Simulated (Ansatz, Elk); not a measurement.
# Bonding as seen by X-rays: ScAl2Ru2

Structure refinements treat a crystal as free atoms side by side. For a made-up structure of ScAl2Ru2 (cell and positions from a PBE relaxation) the runs below show what the calculated density changes in F(hkl).

Program: Elk 11.2.3 (patched build). Level of theory: DFT, PBE, all-electron APW+lo, Dirac cores, scalar-relativistic bands, static density, no spin. Results are calculated unless marked as measured.

This account leaves out most program logs.

The structure was built from a prototype and need not be the compound's stable phase.

## (1) Starting point

The structure is trigonal, space group P-3m1 (No. 164). The conventional cell has a = 4.378 Å, b = 4.378 Å, c = 5.102 Å, α = 90.00°, β = 90.00°, γ = 120.00°. Ru has 5 Al at 2.49 to 2.68 Å and 3 Sc at 2.67 Å nearest. Sc has 6 Ru at 2.67 Å nearest. Nearest to Al lie 5 Ru at 2.49 to 2.68 Å. Farther neighbours are not listed.

## (2) Ground state and structure factors

An all-electron density is needed, since X-rays see the cores too. Task 0 finds the density and task 195 Fourier-transforms it; tshift is off so that phases refer to the origin typed.

Input file elk.in:

```
tasks
  0
  195

xctype
  20

spinpol
  .false.

rgkmax
  7.0

gmaxvr
  14.0

lmaxo
  7

lmaxapw
  8

swidth
  0.002

tshift
  .false.

ramdisk
  .false.

hmaxvr
  5.5

maxscl
  120

epspot
  1e-06

sppath
  './'

avec
  8.27275852285 0.00000000000 -0.00000000000
  -4.13637926142 7.16441904016 0.00000000000
  -0.00000000000 0.00000000000 9.64062783118

atoms
  3
  'Ru.in'
  2
  0.6666666667 0.3333333333 0.8323314710   0.000000 0.000000 0.000000
  0.3333333333 0.6666666667 0.1676685290   0.000000 0.000000 0.000000
  'Sc.in'
  1
  -0.0000000000 0.0000000000 -0.0000000000   0.000000 0.000000 0.000000
  'Al.in'
  2
  0.6666666667 0.3333333333 0.3434287418   0.000000 0.000000 0.000000
  0.3333333333 0.6666666667 0.6565712582   0.000000 0.000000 0.000000

ngridk
  6 6 5
```

Launch:

```bash
$ OMP_NUM_THREADS=4 elk
```

Elapsed: 50 s, on 4 threads of Arm Neoverse N1, shared host; peak memory 0.18 GiB.

SFACRHO.OUT:

```text

h k l indices transformed by vhmat matrix:
   1.000000000       0.000000000       0.000000000    
   0.000000000       1.000000000       0.000000000    
   0.000000000       0.000000000       1.000000000    

      h      k      l  multipl.   |H|            Re(F)            Im(F)           |F|

      0      0      0      1   0.0000000       135.00000      0.11796822E-16   135.00000    
      0      0     -1      2  0.65174026       46.641911     -0.89209152E-14   46.641911    
     -1      1      0      6  0.87699858      -32.333655      0.20815469E-13   32.333655    
      1     -1     -1      6   1.0926536      -38.378396     -0.76818992E-14   38.378396    
      0     -1     -1      6   1.0926536       44.984650     -0.29736384E-14   44.984650    
      0      0     -2      2   1.3034805      -27.654135      0.12885766E-13   27.654135    
      1      1      0      6   1.5190061       98.161194     -0.18694504E-13   98.161194    
      1     -1      2      6   1.5710468       96.804298      0.60959587E-13   96.804298    
     -1      1      2      6   1.5710468      -28.372772      -0.0000000       28.372772    
     -1      2      1     12   1.6529201       36.198136     -0.69384896E-14   36.198136    
      0      2      0      6   1.7539972      -26.357091      0.14868192E-13   26.357091    
     -2      2      1      6   1.8711685       36.572904     -0.21806682E-13   36.572904    
      2     -2      1      6   1.8711685      -32.368001     -0.94846675E-13   32.368001    
      0      0     -3      2   1.9552208      -32.188628      0.47578214E-13   32.188628    
     -1      2     -2     12   2.0016096      -23.991847      0.24780320E-13   23.991847    
     -1      0      3      6   2.1428987       29.910401      0.35683661E-13   29.910401    
      0     -1      3      6   2.1428987       36.660468      0.25771533E-13   36.660468    
      2     -2     -2      6   2.1853072       83.650082      0.38781201E-13   83.650082
```

Elk indexes on the primitive cell of elk.in and gives |H| = 4π sin θ/λ in inverse bohr. Below, one row stands for each form hkl of the conventional cell (m members, Friedel mates merged), F is for one primitive cell and the density is static (no thermal factor). Free-atom factors are Waasmaier and Kirfel's, and R is Σm||F|−|F'||/Σm|F|.

```csv
hkl,m,sin θ/λ (Å⁻¹),"abs F, DFT",neutral atoms,diff.
001,2,0.098,46.642,46.360,+0.282
100,6,0.132,32.334,32.218,+0.116
101,6,0.164,38.378,38.556,-0.178
011,6,0.164,44.985,45.054,-0.069
002,2,0.196,27.654,27.956,-0.302
110,6,0.228,98.161,98.830,-0.669
012,6,0.236,96.804,97.412,-0.608
102,6,0.236,28.373,28.718,-0.345
111,12,0.249,36.198,36.449,-0.251
200,6,0.264,26.357,26.577,-0.220
201,6,0.281,36.573,36.813,-0.241
021,6,0.281,32.368,32.488,-0.120
003,2,0.294,32.189,32.125,+0.063
112,12,0.301,23.992,24.145,-0.153
013,6,0.322,29.910,29.806,+0.105
103,6,0.322,36.660,36.687,-0.027
202,6,0.329,83.650,83.855,-0.205
022,6,0.329,25.306,25.360,-0.055
```

## (3) The highest occupied states alone

An energy window below the Fermi level keeps the highest occupied states, to see at which angles they scatter; shallow core shells can lie inside it and anion s states outside. No new self-consistency is needed.

elk.in, as its differences from that of step 2:

```diff
@@ -1,3 +1,2 @@
 tasks
-  0
   195
@@ -40,2 +39,5 @@
 
+wsfac
+  -0.270720 0.580520
+
 sppath
```

Launch:

```bash
$ OMP_NUM_THREADS=4 elk
```

Run time: 17 s. Hardware: 4 threads; peak memory 0.16 GiB.

States within 15 eV below the Fermi level hold 25.00 electrons; any levels below the window count with the cores. Their amplitudes can exceed the total, where window and core parts have opposite phase:

```csv
hkl,sin θ/λ (Å⁻¹),"abs F, window","abs F, all"
001,0.098,5.728,46.642
100,0.132,4.957,32.334
101,0.164,5.842,38.378
011,0.164,3.843,44.985
002,0.196,2.433,27.654
110,0.228,4.027,98.161
012,0.236,3.700,96.804
102,0.236,1.335,28.373
111,0.249,1.782,36.198
200,0.264,0.969,26.357
```

## (4) Another functional

The difference from free atoms is small, so it is set against the change that LDA (Perdew-Wang) makes.

elk.in, as its differences from that of step 3:

```diff
@@ -1,2 +1,3 @@
 tasks
+  0
   195
@@ -4,3 +5,3 @@
 xctype
-  20
+  3
 
@@ -39,5 +40,2 @@
 
-wsfac
-  -0.270720 0.580520
-
 sppath
```

Launch:

```bash
$ OMP_NUM_THREADS=4 elk
```

The job ended after 30 s (4 threads; peak memory 0.16 GiB; 84 s of CPU time).

Against the first run R = 0.05 %; the largest change is -0.049 at 202.

## (5) A coarser k-mesh

About half the k-points along each axis test the sampling.

elk.in, as its differences from that of step 4:

```diff
@@ -5,3 +5,3 @@
 xctype
-  3
+  20
 
@@ -63,2 +63,2 @@
 ngridk
-  6 6 5
+  3 3 2
```

Launch:

```bash
$ OMP_NUM_THREADS=4 elk
```

Elapsed: 29 s, on 4 threads; peak memory 0.18 GiB.

Against the first run R = 0.02 %; the largest change is +0.020 at 001.

## (6) Settings against the effect

```csv
run,R against the first run (%),"R against neutral atoms, low angle (%)",wall time
"PBE, rgkmax 7",0.00,0.61,50 s
LDA (Perdew-Wang),0.05,0.62,30 s
k-mesh 3×3×2,0.02,0.60,29 s
```

## (7) Results

```
R against neutral atoms, sin θ/λ < 0.3 Å⁻¹ : 0.61 %
R against neutral atoms, 0.3 to 0.77 Å⁻¹   : 0.21 %
```

In words: Independent neutral atoms miss the calculated amplitudes by R = 0.61 % below 0.3 Å⁻¹ and 0.21 % from there to 0.77 Å⁻¹; by shells, 0.44 % below 0.15 Å⁻¹ (2 forms), 0.62 % 0.15 to 0.3 (11 forms), 0.28 % 0.3 to 0.45 (21 forms), 0.19 % above 0.45 (115 forms). Bonding, aspherical density and the tables' own atoms all enter these figures, and the runs don't part them. The largest change of an amplitude is -0.67 electrons, at 110. The window's part falls from 25.0 electrons at the origin to at most 0.38 between 0.45 and 0.77 Å⁻¹. Below 0.3 Å⁻¹ the changes that finished (LDA (Perdew-Wang) and k-mesh 3×3×2) move F by R = 0.03 % at most, against the 0.61 % that separates it from free atoms. The basis has no finished test. These runs have no spin, though d or f shells may be open. Part of the difference isn't bonding: the tables are fits to free atoms and ions calculated by other methods than this functional. Thermal motion, anomalous dispersion and extinction are left out.

[Logs are printed without paths, hosts, clocks, repeated set-up lines and the standing remarks that a program may print on its own settings, such as how far it seeks lower states.]

[Hosts, paths, dates, database ids (printed as entryN), source tags and the programs' standing remarks are cut or masked in the printed files.]
